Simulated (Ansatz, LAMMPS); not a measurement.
# Elastic response of glassy 22SiO2-48B2O3-15CaO-15K2O (mol %) (103 atoms): runs compared

Aim: relax glassy 22SiO2-48B2O3-15CaO-15K2O (mol %) (103 atoms), then change its volume and shape to read moduli from the stress.

Computed with Ansatz 0.2.0: Kohn-Sham DFT, PBE, PAW (set soft_2), plane waves.

## (1) The cell as built

The cell holds 103 atoms: 6 Si, 26 B, 4 Ca, 8 K and 59 O. Cell: a = 11.022 Å, b = 11.022 Å, c = 11.022 Å, α = 90.0°, β = 90.0°, γ = 90.0°. 103 atoms (6 Si, 26 B, 4 Ca, 8 K, 59 O) placed at random at 2.25 g/cm³, melted at 3000 K for 20 ps at fixed volume with the Buckingham and Coulomb pair potential of Guillot and Sator (Geochim. Cosmochim. Acta 71, 1249 (2007)) with the boron terms of Wang et al. (J. Non-Cryst. Solids 498, 294 (2018)). Quenched from 3000 K to 300 K at 20 K/ps and fixed volume, held 10 ps at zero pressure.

Limits known from the start: The quench rate of 20 K/ps is many orders above laboratory rates, so the cell is likely richer in defects and strain than a real sample. The network of bonds at the start is that of the classical potential that made the cell, and needn't be the one that DFT or experiment would give. Only the Γ point is sampled.

## (2) The reference run

The reference is a single point at the end of the relaxation.

Every strained cell starts from the geometry of this run, and its atoms are relaxed with the cell held.

Its input, with most atom lines left out:

```yaml
crystal:
  lattice:
    - [10.71111, 0.27667, -0.09947]
    - [0.27667, 11.16896, -0.08008]
    - [-0.09947, -0.08008, 10.97392]
  atoms:
    - { symbol: Si, position: [0.45609, 0.87292, 0.1233] }
    - { symbol: Si, position: [0.64312, 0.1741, 0.99677] }
    - { symbol: Si, position: [0.19208, 0.23751, 0.28736] }
    - { symbol: Si, position: [0.02965, 0.42118, 0.93298] }
    - { symbol: Si, position: [0.79072, 0.85602, 0.30219] }
    - { symbol: Si, position: [0.4005, 0.96854, 0.76233] }
    - { symbol: B, position: [0.43861, 0.13434, 0.55614] }
    [... atom lines 8 to 103 left out ...]
kpoints:
  mp_grid: { grid: [1, 1, 1] }
hamiltonian:
  xc: pbe
scf:
  occupations: { method: fixed }
output:
  forces: true
  stress: true
  populations: true
  dos:
    method: { smearing: { sigma: 0.08 } }
    de: 0.1
    projected: { site_lists: { B: [B], Ca: [Ca], K: [K], O: [O], Si: [Si] } }
  eigenvalues: true
  write_density: true
  write_potential: true
  volumetric_format: npy
```

* free energy per atom: -592.4425 eV/atom
* r.m.s. force component: 0.0059 eV/Å
* pressure: -0.00217 GPa

Filled and empty levels are parted by 3.26 eV (at Γ alone); a semilocal functional tends to put such gaps too low. In a disordered cell it changes from sample to sample, and tail or defect levels can set it.

## (3) The runs

Each row is one run, on 4 threads of Intel Xeon Platinum 8488C (Sapphire Rapids), shared host. The free energy is the program's total, comparable only between runs with the same functional, potentials and atoms.

| run | atoms | outcome | ionic steps, all passes | free energy (eV) | time | host memory (GiB) |
| --- | --- | --- | --- | --- | --- | --- |
| Single point at the start | 103 | converged | - | -61006.093 | 10 s | 1.7 |
| Cell and atoms relaxed | 103 | converged | 71 | -61021.575 | 8.9 min | 1.7 |
| Single point at the relaxed geometry | 103 | converged | - | -61021.575 | 13 s | 1.8 |
| Volume -3 % | 103 | converged | 12 | -61021.399 | 1.8 min | 1.8 |
| Volume +3 % | 103 | converged | 8 | -61021.425 | 74 s | 1.9 |
| Volume -6 % | 103 | converged | 18 | -61020.932 | 2.6 min | 1.7 |
| Volume +6 % | 103 | converged | 15 | -61021.045 | 2.4 min | 1.9 |
| Volume -10 % | 103 | converged | 31 | -61019.979 | 4.5 min | 1.7 |
| Stretched by 1 % along x | 103 | converged | 6 | -61021.530 | 54 s | 1.8 |
| Compressed by 1 % along x | 103 | converged | 7 | -61021.534 | 67 s | 1.8 |
| Sheared by 2 % in xy | 103 | converged | 6 | -61021.533 | 54 s | 1.8 |

In some runs the program notes that the exchange-correlation potential is rough where the density is thin and the SCF threshold is loose for the stress.

## (4) Pressure against volume

Atoms are relaxed at each volume, in the scaled cell.

| volume change (%) | volume (Å³/atom) | energy change (meV/atom) | pressure (GPa) | largest move on relaxing (Å) | bonds | gap (eV) |
| --- | --- | --- | --- | --- | --- | --- |
| -10 | 11.462 | 15.49 | 4.90 | 0.70 | 208 | 3.59 |
| -6 | 11.972 | 6.25 | 2.68 | 0.43 | 202 | 3.43 |
| -3 | 12.354 | 1.71 | 1.39 | 0.18 | 198 | 3.34 |
| +0 | 12.736 | 0.00 | 0.00 | - | 197 | 3.26 |
| +3 | 13.118 | 1.46 | -1.17 | 0.15 | 199 | 3.20 |
| +6 | 13.500 | 5.15 | -2.06 | 0.33 | 193 | 3.13 |

## (5) Uniaxial strain and shear

Stress (GPa, compression positive) less that of the relaxed cell, atoms relaxed:

| strain | xx | yy | zz | xy | energy change (meV/atom) |
| --- | --- | --- | --- | --- | --- |
| stretched by 1 % along x | -1.103 | -0.222 | -0.213 | -0.004 | 0.44 |
| compressed by 1 % along x | 1.136 | 0.281 | 0.246 | 0.009 | 0.40 |
| sheared by 2 % in xy | -0.017 | 0.096 | 0.127 | -0.489 | 0.41 |

## (6) What came out

The bulk modulus, from the slope of pressure against ln V over the three points nearest the relaxed volume, is 42.7 GPa; between neighbouring points the slope runs 51, 41, 46, 40 and 31 GPa from the smallest volume up, without a steady fall, so no pressure derivative is given. The count of bonds runs from 193 to 208 over the series, so at some points contacts cross the cutoffs. At -10 % some atom moved by over 0.5 Å on relaxing, so that point may sit in another local minimum. The gap goes from 3.59 eV at the smallest volume to 3.13 eV at the largest, -2.8 eV per unit of ln V by a straight line, on the run's k-points. In the Cartesian axes of the cell, finite differences give C11 = 112, C12 = 25.1, C13 = 22.9 and C66 = 24.4 GPa (the shear of 2 % is the engineering strain, εxy = 0.01). The mean of C11, C12 and C13, which equals the bulk modulus in a cubic or isotropic solid, is 53.3 GPa: it lies 25 % over the bulk modulus from the volumes. For an isotropic solid C66 would equal (C11 − C12)/2 = 43.4 GPa; so small a sample needn't be isotropic, and C66 rests on one shear. The two differ too much for isotropic moduli to be formed.

**Limits.** Strains are finite and relaxations stop at the force tolerance of the input, which can leave moduli too stiff; they are those of a static cell at zero temperature. Volumes are changed with the cell's shape held, so in an anisotropic solid the modulus lies over the one under free hydrostatic load. The program notes that the SCF threshold of the relaxations is loose for the stress.

The DFT runs together took 25 min of wall time.

[Logs are printed without paths, hosts, clocks, repeated set-up lines and the standing remarks that a program may print on its own settings, such as how far it seeks lower states.]

[Hosts, paths, dates, database ids (printed as entryN), source tags and the programs' standing remarks are cut or masked in the printed files.]
